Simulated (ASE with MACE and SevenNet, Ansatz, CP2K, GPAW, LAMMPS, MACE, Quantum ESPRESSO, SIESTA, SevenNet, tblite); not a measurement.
## Machine-learned potentials on glassy 70P2O5-10Al2O3-20CaO (mol %) (58 atoms): settings against a plane-wave reference

Aim: run glassy 70P2O5-10Al2O3-20CaO (mol %) (58 atoms) in machine-learned potentials and see how near its forces come to a plane-wave reference, and at what cost.

Main program and level: ASE with MACE and SevenNet; the method is named at each step.

## (1) The starting structure

The cell holds 58 atoms: 14 P, 2 Al, 2 Ca and 40 O. Its edges and angles: a = 9.332 Å, b = 9.332 Å, c = 9.332 Å, α = 90.0°, β = 90.0°, γ = 90.0°. 58 atoms (14 P, 2 Al, 2 Ca, 40 O) placed at random at 2.49 g/cm³, melted at 4000 K for 10 ps at fixed volume with the Morse and Coulomb pair potential with partial charges (Pedone, Malavasi, Menziani, Cormack and Segre, J. Phys. Chem. B 110, 11780 (2006)). Quenched from 4000 K to 300 K at 5 K/ps and fixed volume, held 10 ps at zero pressure.

The yardstick, on the same geometry:

- method: Kohn-Sham DFT, PBE, PAW, plane waves (Ansatz 0.2.0); cutoff 420 eV, Γ point, fermi-dirac smearing of 0.05 eV; PAW set soft_2
- r.m.s. force component: 1.701 eV/Å
- longest force: 7.519 eV/Å
- pressure: 1.597 GPa
- gap (highest filled to lowest empty level): 0.6959 eV
- SCF cycles: 10
- time: 5.6 s on 4 threads of Arm Neoverse V2, shared host
- CPU time: 21 s

## (2) MACE MP-0b2 small potential

Method: machine-learned interatomic potential MACE MP-0b2 small, trained on PBE(+U) plane-wave data.

Contents of run.py:

```python
import numpy as np
from ase.io import read
import mlip  # loads the published weights by name

atoms = read("structure.xyz")
atoms.calc = mlip.calc("mace-mp-0b2-small")
energy = atoms.get_potential_energy()
forces = atoms.get_forces()
print(f"energy {energy:.6f} eV")
print("forces (eV/A)")
for i, (a, f) in enumerate(zip(atoms, forces)):
    print(f"{i:4d} {a.symbol:2s} {f[0]:10.5f} {f[1]:10.5f} {f[2]:10.5f}")
stress = -atoms.get_stress(voigt=False) * 160.21766
print("stress (GPa, compression positive)")
for row in stress:
    print(" ".join(f"{x:10.4f}" for x in row))
```

Contents of structure.xyz:

```xyz
58
Lattice="9.33176 0.00000 0.00000 0.00000 9.33176 0.00000 0.00000 0.00000 9.33176" Properties=species:S:1:pos:R:3 pbc="T T T"
P 8.97099 5.21141 0.39641
P 2.28423 1.99214 0.95623
P 9.13038 2.51314 8.50917
P 4.82265 8.29789 4.67335
P 3.46768 5.52020 4.83926
P 1.68513 8.27914 1.51828
P 5.76451 4.24026 6.63889
P 6.69647 6.98660 1.44138
P 7.65578 8.74022 5.78886
P 5.85904 2.94660 2.65685
P 3.79532 6.03914 1.72722
P 1.77499 2.88967 3.90954
P 2.80466 0.94129 6.01759
P 5.04858 2.43932 9.07822
Al 8.17639 2.48299 4.99165
Al 7.18350 0.17954 8.82635
Ca 9.27745 6.33841 3.77106
Ca 0.94671 7.32823 7.20766
O 3.59301 1.93373 6.88647
O 8.33112 1.40798 9.04957
O 2.23654 6.13199 5.50900
O 0.33342 3.12334 4.16962
O 4.64106 8.43376 3.22095
O 5.78550 2.86840 1.09704
O 7.24863 7.05145 2.80559
O 1.94810 2.53525 2.36280
O 4.47980 4.61885 5.80594
O 3.57509 5.96094 3.23999
O 8.55256 3.77274 9.17835
O 7.51533 8.76066 7.32674
O 2.77695 7.20664 1.30813
O 0.49682 5.68715 8.60388
O 8.70998 7.64747 5.50378
O 0.41293 5.17353 1.68662
O 1.19167 2.37260 9.29079
O 7.70598 5.95357 0.65229
O 0.62541 8.10342 0.54283
O 8.17835 0.76156 5.34327
O 2.63706 4.11036 4.29625
O 5.38265 3.54887 8.06432
O 9.21661 2.65479 7.02066
O 4.41700 6.90466 5.14413
O 6.79436 8.31068 0.72573
O 6.69600 3.27601 5.95002
O 1.83098 0.28919 6.94554
O 5.83058 4.39153 2.96582
O 6.52383 5.49967 6.93686
O 3.67727 2.10702 0.34509
O 4.64666 2.19343 3.14611
O 2.20957 1.68980 4.81453
O 7.08066 2.35142 3.35355
O 3.89517 9.28407 5.44060
O 5.25611 6.40719 1.34415
O 2.20593 0.42021 1.21126
O 5.77356 1.19642 8.58494
O 3.42074 4.78197 1.00671
O 1.22321 8.16268 2.93027
O 6.23016 8.58093 5.20292
```

Started as:

```console
> OMP_NUM_THREADS=1 python run.py > output.txt
```

What it wrote:

```text
energy -405.872826 eV
forces (eV/A)
   0 P     4.55132   -0.33028   -0.05028
   1 P    -1.00448   -3.49824    0.67178
   2 P     0.09421    1.54908   -2.74254
   3 P    -2.30785   -0.50335   -2.75652
   4 P     0.00638    2.13929    0.54352
   5 P    -1.75811    0.01231    1.94412
   6 P     2.73751    2.43824   -0.34985
   7 P     2.23775    0.17535    0.86846
   8 P     2.24709    0.11517    1.50736
   9 P    -1.46515   -0.40288    2.84331
  10 P    -1.94859   -2.48487   -1.08466
  11 P     2.83981    0.91883    1.20396
  12 P     3.15669    1.39072    5.20218
  13 P     4.06509   -0.65510    0.01673
  14 Al   -2.47675    0.06350    0.32222
  15 Al   -0.99413   -1.09200    0.46139
  16 Ca    0.15511    0.34935   -1.18932
  17 Ca    0.27613    0.35784    0.41412
  18 O    -0.44637   -0.30800   -1.20770
  19 O    -0.10995   -1.48600    1.34920
  20 O    -0.61375   -0.57468    0.04835
  21 O    -1.76366    0.37421    0.17162
  22 O     0.52385    0.61116   -0.42998
  23 O     0.88623   -0.29766   -3.33389
[...]
50 O     2.34060   -0.63641    0.29014
  51 O    -0.43821    0.02637    0.34696
  52 O     0.27270    0.72530   -0.92472
  53 O     1.57005    2.51466   -0.42702
  54 O    -1.49841    0.26929    0.41444
  55 O     0.31849    0.91126    0.26664
  56 O     0.01865    0.05212    1.46689
  57 O     1.04699   -0.07678    0.42585
stress (GPa, compression positive)
    2.3378     1.2436    -0.5236
    1.2436     2.2199     0.6253
   -0.5236     0.6253    -0.7402
```

It took 10 s on 1 thread of Arm Neoverse V2, shared host; peak memory 0.71 GiB.

Banners, paths, timers and routine set-up lines are dropped from the logs unmarked, and long logs keep their key lines alone; longer cuts are marked.

Against the reference:

```yaml
r_m_s_force_component: 1.428 eV/Å
r_m_s_difference_of_force_components: 424 meV/Å
longest_difference_of_force_vectors: 2991 meV/Å
force_difference_over_r_m_s_force: 24.92 %
slope_of_forces_against_the_reference_s: 0.8213
correlation_of_force_components: 0.9784
pressure: 1.272 GPa
pressure_difference: -0.3244 GPa
```

Length of the force difference by element (eV/Å):

```csv
element,atoms,mean,most
Al,2,0.77,1.3
Ca,2,0.16,0.19
O,40,0.39,2.1
P,14,0.95,3.0
```

A closer look about O19, which has 1 bonded neighbour where the commonest count for O is 2: 9 atoms, nearest first, numbered in the order of the input, with positions taken from that point.

```csv
atom,x,y,z,distance (Å),bonds,Fx,Fy,Fz (eV/Å)
O19,0.00,0.00,0.00,0.00,1,-0.45,-0.31,-1.21
P13,-0.79,-0.99,-0.87,1.54,4,3.16,1.39,5.20
O45,-1.76,-1.64,0.06,2.41,2,-1.20,-1.86,-0.90
O52,0.30,-1.98,-1.45,2.47,2,-0.44,0.03,0.35
O50,-1.38,-0.24,-2.07,2.50,2,-1.24,0.47,-2.90
P14,1.46,0.51,2.19,2.68,4,4.07,-0.66,0.02
O40,1.79,1.62,1.18,2.68,2,-1.47,0.53,0.59
O48,0.08,0.17,2.79,2.80,2,-1.78,0.35,-0.19
O55,2.18,-0.74,1.70,2.86,2,-1.50,0.27,0.41
```

Atoms are counted from 1 here, from 0 in the log.

Forces lie 25 % from the reference's, at 0.25 times its CPU time (on 1 against 4 cores).

## (3) SevenNet 0 potential

Method: machine-learned interatomic potential SevenNet 0, trained on PBE(+U) plane-wave data.

run.py, as its differences from that of step 2:

```diff
@@ -5,3 +5,3 @@
 atoms = read("structure.xyz")
-atoms.calc = mlip.calc("mace-mp-0b2-small")
+atoms.calc = mlip.calc("7net-0")
 energy = atoms.get_potential_energy()
```

structure.xyz is that of step 2.

What it wrote:

```text
energy -404.548523 eV
forces (eV/A)
   0 P     4.79218   -0.09012    0.07602
   1 P    -1.12753   -3.74478    0.65288
   2 P    -0.14745    1.67609   -2.75739
   3 P    -2.74005   -0.70465   -3.30809
   4 P     0.51921    1.86192    0.78483
   5 P    -2.35415   -0.36911    1.92907
   6 P     3.21561    3.71285   -0.66468
   7 P     2.30652    0.00740    0.95523
   8 P     1.95449    0.16365    1.21343
   9 P    -2.08381    0.28533    3.95348
  10 P    -2.16358   -2.46237   -0.66844
  11 P     3.29212    1.29677    1.96159
  12 P     4.06793    1.76259    6.31278
  13 P     4.46878   -0.34184   -0.25910
  14 Al   -3.12944   -0.04609    0.00697
  15 Al   -1.06546   -1.12596    0.43032
  16 Ca    0.22015    0.29571   -1.19682
  17 Ca    0.45554    0.34570    0.48957
  18 O    -0.62056   -0.19859   -1.44572
  19 O    -0.07524   -1.49546    1.31468
  20 O    -0.60832   -0.57422   -0.01511
  21 O    -1.70367    0.42753    0.07753
  22 O     0.63787    0.62658   -0.23633
  23 O     0.64923   -0.52369   -4.18297
[...]
50 O     3.03665   -0.93817    0.51290
  51 O    -0.44339    0.05395    0.26224
  52 O     0.43583    0.78834   -1.07984
  53 O     1.72715    2.85193   -0.40409
  54 O    -1.33977    0.04023    0.46636
  55 O     0.25630    0.85776    0.12860
  56 O     0.11057    0.09388    1.46320
  57 O     1.38591   -0.01833    0.57620
stress (GPa, compression positive)
    2.2847     1.0163    -0.5943
    1.0163     2.1724     0.4835
   -0.5943     0.4835    -0.5527
```

The job ended after 7.7 s (1 thread; peak memory 0.84 GiB).

Numbers from this run, and their distance from the reference:

```
r.m.s. force component                  : 1.612 eV/Å
r.m.s. difference of force components   : 257.7 meV/Å
longest difference of force vectors     : 1649 meV/Å
force difference over r.m.s. force      : 15.15 %
slope of forces against the reference's : 0.9375
correlation of force components         : 0.9893
pressure                                : 1.302 GPa
pressure difference                     : -0.2954 GPa
```

Against the first run (25 %), the force difference from the reference is 15 %, at 1.1 times the CPU time.

## (4) SevenNet l3i5 potential

Method: machine-learned interatomic potential SevenNet l3i5, trained on PBE(+U) plane-wave data.

run.py, as its differences from that of step 3:

```diff
@@ -5,3 +5,3 @@
 atoms = read("structure.xyz")
-atoms.calc = mlip.calc("7net-0")
+atoms.calc = mlip.calc("7net-l3i5")
 energy = atoms.get_potential_energy()
```

structure.xyz is that of step 3.

What it wrote:

```text
energy -404.570251 eV
forces (eV/A)
   0 P     4.72387   -0.05547   -0.08782
   1 P    -0.71138   -3.66919    0.79207
   2 P     0.10607    1.85493   -2.62981
   3 P    -2.62464   -0.36897   -3.30027
   4 P     0.80957    1.64319    0.50765
   5 P    -2.26785   -0.26004    1.83637
   6 P     3.23453    3.40065   -0.69180
   7 P     2.26224   -0.13110    0.94294
   8 P     2.05426    0.27661    1.28806
   9 P    -1.74958    0.42496    4.18887
  10 P    -1.97796   -2.65262   -0.84704
  11 P     3.46492    0.96054    1.46203
  12 P     3.97287    2.08585    6.15589
  13 P     4.14758   -0.47802    0.23352
  14 Al   -3.25142    0.00293    0.04456
  15 Al   -1.24105   -1.05541    0.40787
  16 Ca    0.18807    0.29442   -1.22986
  17 Ca    0.44327    0.27645    0.58542
  18 O    -0.67242   -0.39388   -1.56993
  19 O    -0.10158   -1.53771    1.28522
  20 O    -0.71778   -0.52901   -0.03840
  21 O    -1.87298    0.35644    0.25652
  22 O     0.61846    0.62005   -0.28696
  23 O     0.73100   -0.46050   -4.24180
[...]
50 O     2.90582   -1.00140    0.41874
  51 O    -0.29907   -0.20608    0.27802
  52 O     0.33296    0.84024   -1.06860
  53 O     1.65639    2.81007   -0.37405
  54 O    -1.26171   -0.04710    0.30193
  55 O     0.27564    1.04824    0.14585
  56 O     0.05796    0.08777    1.51050
  57 O     1.27178   -0.05673    0.61488
stress (GPa, compression positive)
    2.2157     1.0887    -0.6099
    1.0887     2.3075     0.6541
   -0.6099     0.6541    -0.8862
```

The job ended after 6.6 s (1 thread; peak memory 1.2 GiB).

Compared with the plane-wave run:

| Item | Value |
| --- | --- |
| r.m.s. force component | 1.59 eV/Å |
| r.m.s. difference of force components | 230.4 meV/Å |
| longest difference of force vectors | 1649 meV/Å |
| force difference over r.m.s. force | 13.54 % |
| slope of forces against the reference's | 0.9277 |
| correlation of force components | 0.9925 |
| pressure | 1.212 GPa |
| pressure difference | -0.3846 GPa |

Against the first run (25 %), the force difference from the reference is 14 %, at 1.3 times the CPU time.

## (5) Side by side

Differences are against the plane-wave reference, forces as r.m.s. over components; share is that over the reference's r.m.s. force, slope the least-squares factor from reference forces to these. Total energies of different programs have different zeros and aren't compared.

```csv
run,"Δ force, r.m.s. (meV/Å)",share (%),slope,Δ pressure (GPa),cores,CPU time,memory (GiB)
reference,-,-,-,-,4,21 s,0.85
MACE MP-0b2 small potential,424,24.9,0.821,-0.324,1,5.2 s,0.71
SevenNet 0 potential,258,15.2,0.938,-0.295,1,5.6 s,0.84
SevenNet l3i5 potential,230,13.5,0.928,-0.385,1,6.6 s,1.2
```

Times of the machine-learned potentials are mostly Python's start and the loading of weights.

CPU time is summed over cores on a shared host, where runs went side by side, so it is rough. Symmetry, cutoffs, thresholds, outputs and thread counts weren't matched or tuned between programs; memory under MPI is the largest rank's times the ranks.

## (6) Summary of results

| Property | Result |
| --- | --- |
| nearest in forces | SevenNet l3i5 potential, 14 % |
| its CPU time | 6.6 s |

In words: Machine-learned potentials differ by 14 % (SevenNet l3i5 potential) to 25 % (MACE MP-0b2 small potential); they were trained on other programs' data. Among those trained on PBE data the slope goes as low as 0.82, which softening far from their training structures can give, though the reference's k-sampling is untested too. Machine-learned potentials mimic data converged in k, so the reference's own k-point error enters their differences. The quench rate of 5 K/ps is many orders above laboratory rates, so the cell is likely richer in defects and strain than a real sample. The network of bonds at the start is that of the classical potential that made the cell, and needn't be the one that DFT or experiment would give. The reference's stress is far from hydrostatic: its diagonal is 2.5, 2.9, -0.6 GPa, compression counted positive. The electronic-structure runs sample only Γ, in a cell whose shortest periodic width is 9 Å.

[Also dropped from logs without a mark: logging warnings of Python, and SIESTA's first energy breakdown and zero terms.]

[Logs are printed without paths, hosts, clocks, repeated set-up lines and the standing remarks that a program may print on its own settings, such as how far it seeks lower states.]

[Hosts, paths, dates, database ids (printed as entryN), source tags and the programs' standing remarks are cut or masked in the printed files.]
